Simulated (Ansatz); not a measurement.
# Ta3N5 (Cmcm): given cell or relaxed cell?, part 2 of 2

How far does the choice of cell move the gap? The case is Ta3N5 (Cmcm).

Ansatz 0.2.0; r2SCAN, HSE06 and G0W0, plane waves, PAW. Known limits of the many-body steps: not at the basis limit; no spin-orbit coupling.

So far. Step 4 (r2SCAN at the relaxed cell): The gap is indirect, with the least direct gap 0.24 eV higher. Step 5 (HSE06 at the relaxed cell): The gap stands +0.67 eV against r2SCAN.

## Step 6: G0W0 at the relaxed cell

G0W0 replaces the xc potential by the self-energy, built once from these orbitals. Only a window of levels is corrected, while the sums run over the empty bands that the input names.

This step: G0W0 on r2SCAN, plane waves, PAW.

The input, input.yaml:

```yaml
crystal:
  lattice:
    - [1.9362244881, -5.1300981426, 0.0]
    - [1.9362244881, 5.1300981426, 0.0]
    - [0.0, 0.0, 10.2970918806]
  atoms:
    - { symbol: Ta, position: [0.8032537056, 0.1967462944, 0.25] }
    - { symbol: Ta, position: [0.1967462944, 0.8032537056, 0.75] }
    - { symbol: Ta, position: [0.8666597901, 0.1333402099, 0.5599937906] }
    - { symbol: Ta, position: [0.1333402099, 0.8666597901, 0.0599937906] }
    - { symbol: Ta, position: [0.1333402099, 0.8666597901, 0.4400062094] }
    - { symbol: Ta, position: [0.8666597901, 0.1333402099, 0.9400062094] }
    - { symbol: "N", position: [0.236956689, 0.763043311, 0.25] }
    - { symbol: "N", position: [0.763043311, 0.236956689, 0.75] }
    - { symbol: "N", position: [0.9530137431, 0.0469862569, 0.1187430936] }
    - { symbol: "N", position: [0.0469862569, 0.9530137431, 0.6187430936] }
    - { symbol: "N", position: [0.0469862569, 0.9530137431, 0.8812569064] }
    - { symbol: "N", position: [0.9530137431, 0.0469862569, 0.3812569064] }
    - { symbol: "N", position: [0.6920891885, 0.3079108115, 0.0740742137] }
    - { symbol: "N", position: [0.3079108115, 0.6920891885, 0.5740742137] }
    - { symbol: "N", position: [0.3079108115, 0.6920891885, 0.9259257863] }
    - { symbol: "N", position: [0.6920891885, 0.3079108115, 0.4259257863] }
kpoints:
  mp_grid: { grid: [4, 4, 2] }
hamiltonian:
  xc: r2scan
scf:
  occupations: { method: fixed }
gw:
  n_empty_bands: 478
  ecut_chi: 102
  qp_bands: [v4, c4]
  qp_kpoints: band_edges
  screening: { model: contour_deformation }
```

Launch:

```bash
$ ansatz run input.yaml --threads 3 --pin off --max-ram 92160MiB --backend cuda --events-out ev --progress --plain --runs-dir out --devices 1 --max-vram 13GiB
```

Numbers of over 12 decimals in the logs are rounded to 6 here.

Log:

```text
GPUs: using 1 of 1 available (devices: 1).
[...]
GPU FFT provider: cuFFT
GPU libraries: cuBLAS 13.8.2, cuFFT 12.4.0, cuSOLVER 12.3.4
Crystal: 16 atoms, lattice volume = 204.562 Å³
Basis set: ecut = 500 eV, 5125 PW (Γ), exchange–correlation on 160×160×320 points (64 copies of the dense FFT grid, shifted against one another)
Bands: 80, of which v1, the nominal top of the filled ones, is band 64 counted from 1 (63 counted from 0)
[...]
0    68     14.4523   -13.2104    -5.0693   -18.7962  0.7754    14.9735    14.9688  root
[...]
13    65     13.6101   -13.4146    -4.5158   -18.4159  0.7841    14.0990    14.0957  root
    13    66     13.6101   -13.4146    -4.5158   -18.4159  0.7841    14.0990    14.0957  root
    13    67     14.6679   -13.1935    -4.4553   -18.2087  0.7804    15.2327    15.2279  root
    13    68     14.6679   -13.1935    -4.4553   -18.2087  0.7804    15.2327    15.2279  root
[key lines of the parts left out:]
SCF converged after 8 iterations
Free energy (F): -63534.369291 eV
Fermi energy:    11.620296 eV
```

It took 43 s on 1 × NVIDIA H100 80GB HBM3 (shared by 6 runs) with 3 threads of AMD EPYC 7R13 (Zen 3), shared host; peak memory 2.7 GiB; 71 s of CPU time.

Numbers from this step:

```yaml
bands_summed: 542
rpa_eps_infinity_on_this_mesh_eigenvalues: 8.768, 9.042, 10.49
plane_waves_in_the_screening_matrix: 475
g0w0_gap_on_the_mesh: 1.891 eV
k_of_the_valence_top: 0, 0, 0
k_of_the_conduction_bottom: -0.5, -0.5, 0
starting_gap_on_the_mesh: 1.660 eV
least_direct_g0w0_gap_on_the_computed_points: 2.087 eV
```

The gap on the mesh goes from 1.66 eV to 1.89 eV, a correction of +0.23 eV. Between the two edge states, bare exchange in place of the xc potential would open the gap by 7.51 eV, and correlation takes back 7.28 eV. The start differs from the 1.59 eV found before because this mesh misses an edge.

## Step 7: G0W0 at the given cell

The input, input.yaml:

```yaml
crystal:
  lattice:
    - [1.9431, -5.1059, 0.0]
    - [1.9431, 5.1059, 0.0]
    - [0.0, 0.0, 10.2624]
  atoms:
    - { symbol: Ta, position: [0.8029, 0.1971, 0.25] }
    - { symbol: Ta, position: [0.1971, 0.8029, 0.75] }
    - { symbol: Ta, position: [0.86545, 0.13455, 0.55906] }
    - { symbol: Ta, position: [0.13455, 0.86545, 0.05906] }
    - { symbol: Ta, position: [0.13455, 0.86545, 0.44094] }
    - { symbol: Ta, position: [0.86545, 0.13455, 0.94094] }
    - { symbol: "N", position: [0.23678, 0.76322, 0.25] }
    - { symbol: "N", position: [0.76322, 0.23678, 0.75] }
    - { symbol: "N", position: [0.95299, 0.04701, 0.11949] }
    - { symbol: "N", position: [0.04701, 0.95299, 0.61949] }
    - { symbol: "N", position: [0.04701, 0.95299, 0.88051] }
    - { symbol: "N", position: [0.95299, 0.04701, 0.38051] }
    - { symbol: "N", position: [0.69138, 0.30862, 0.07378] }
    - { symbol: "N", position: [0.30862, 0.69138, 0.57378] }
    - { symbol: "N", position: [0.30862, 0.69138, 0.92622] }
    - { symbol: "N", position: [0.69138, 0.30862, 0.42622] }
kpoints:
  mp_grid: { grid: [4, 4, 2] }
hamiltonian:
  xc: r2scan
scf:
  occupations: { method: fixed }
gw:
  n_empty_bands: 476
  ecut_chi: 102
  qp_bands: [v4, c4]
  qp_kpoints: band_edges
  screening: { model: contour_deformation }
```

Log:

```text
GPUs: using 1 of 1 available (devices: 1).
[...]
GPU FFT provider: cuFFT
GPU libraries: cuBLAS 13.8.2, cuFFT 12.4.0, cuSOLVER 12.3.4
Crystal: 16 atoms, lattice volume = 203.632 Å³
Basis set: ecut = 500 eV, 5109 PW (Γ), exchange–correlation on 160×160×300 points (64 copies of the dense FFT grid, shifted against one another)
Bands: 80, of which v1, the nominal top of the filled ones, is band 64 counted from 1 (63 counted from 0)
[...]
0    68     14.5584   -13.2366    -5.0858   -18.8393  0.7753    15.0800    15.0752  root
[...]
13    65     13.6557   -13.4783    -4.4779   -18.4430  0.7843    14.1458    14.1424  root
    13    66     13.6557   -13.4783    -4.4779   -18.4430  0.7843    14.1458    14.1424  root
    13    67     14.7747   -13.2426    -4.4328   -18.2378  0.7803    15.3420    15.3371  root
    13    68     14.7747   -13.2426    -4.4328   -18.2378  0.7803    15.3420    15.3371  root
[key lines of the parts left out:]
SCF converged after 8 iterations
Free energy (F): -63534.352776 eV
Fermi energy:    11.714369 eV
```

The job ended after 38 s (1 × NVIDIA H100 80GB HBM3 (shared by 6 runs) with 3 threads; peak memory 2.7 GiB).

This step gave:

- bands summed: 540
- RPA ε∞ on this mesh (eigenvalues): 8.987, 9.066, 10.49
- plane waves in the screening matrix: 475
- G0W0 gap on the mesh: 1.814 eV
- k of the valence top: 0, 0, 0
- k of the conduction bottom: -0.5, -0.5, 0
- starting gap on the mesh: 1.593 eV
- least direct G0W0 gap on the computed points: 2.051 eV

The gap on the mesh goes from 1.59 eV to 1.81 eV, a correction of +0.22 eV. Between the two edge states, bare exchange in place of the xc potential would open the gap by 7.48 eV, and correlation takes back 7.26 eV. The start differs from the 1.55 eV found before because this mesh misses an edge.

## Step 8: Together

G0W0 rows are gaps on the mesh, lowered by the amount that the mesh misses the start's edges, a rough step that assumes the same correction there.

```tsv
level	given cell (eV)	relaxed cell (eV)	change (eV)
r2SCAN	1.55	1.59	+0.05
HSE06	-	2.26	-
G0W0@r2SCAN	1.77	1.82	+0.06
```

## Step 9: What came out

```json
{
  "volume change": "+0.5 %",
  "r2SCAN, given cell": "1.55 eV",
  "r2SCAN, relaxed cell": "1.59 eV",
  "HSE06, relaxed cell": "2.26 eV",
  "G0W0@r2SCAN, relaxed cell": "1.82 eV",
  "G0W0@r2SCAN, given cell": "1.77 eV",
  "known limits": "not at the basis limit; no spin-orbit coupling"
}
```

In words: Relaxation changes the volume by +0.5 % and the gap by +0.05 eV (r2SCAN) and +0.06 eV (G0W0@r2SCAN). Bands and cutoff are finite, so the gap is not at the basis limit. The miss can reach some tenths of an eV and take either sign; the mesh is an error of its own. The many-body steps are scalar-relativistic: spin-orbit coupling is not in them.

[Paths, hosts, dates, memory and timing lines, banners, echoed tables and standing remarks are left out of the program output.]

[Logs are printed without paths, hosts, clocks, repeated set-up lines and the standing remarks that a program may print on its own settings, such as how far it seeks lower states.]

[Runs of the session that timed out or met a known fault of the program may be left out.]

[Cells called generated may have been cut or substituted from an entry of the Crystallography Open Database or the Materials Project.]

[Hosts, paths, dates, database ids (printed as entryN), source tags and the programs' standing remarks are cut or masked in the printed files.]
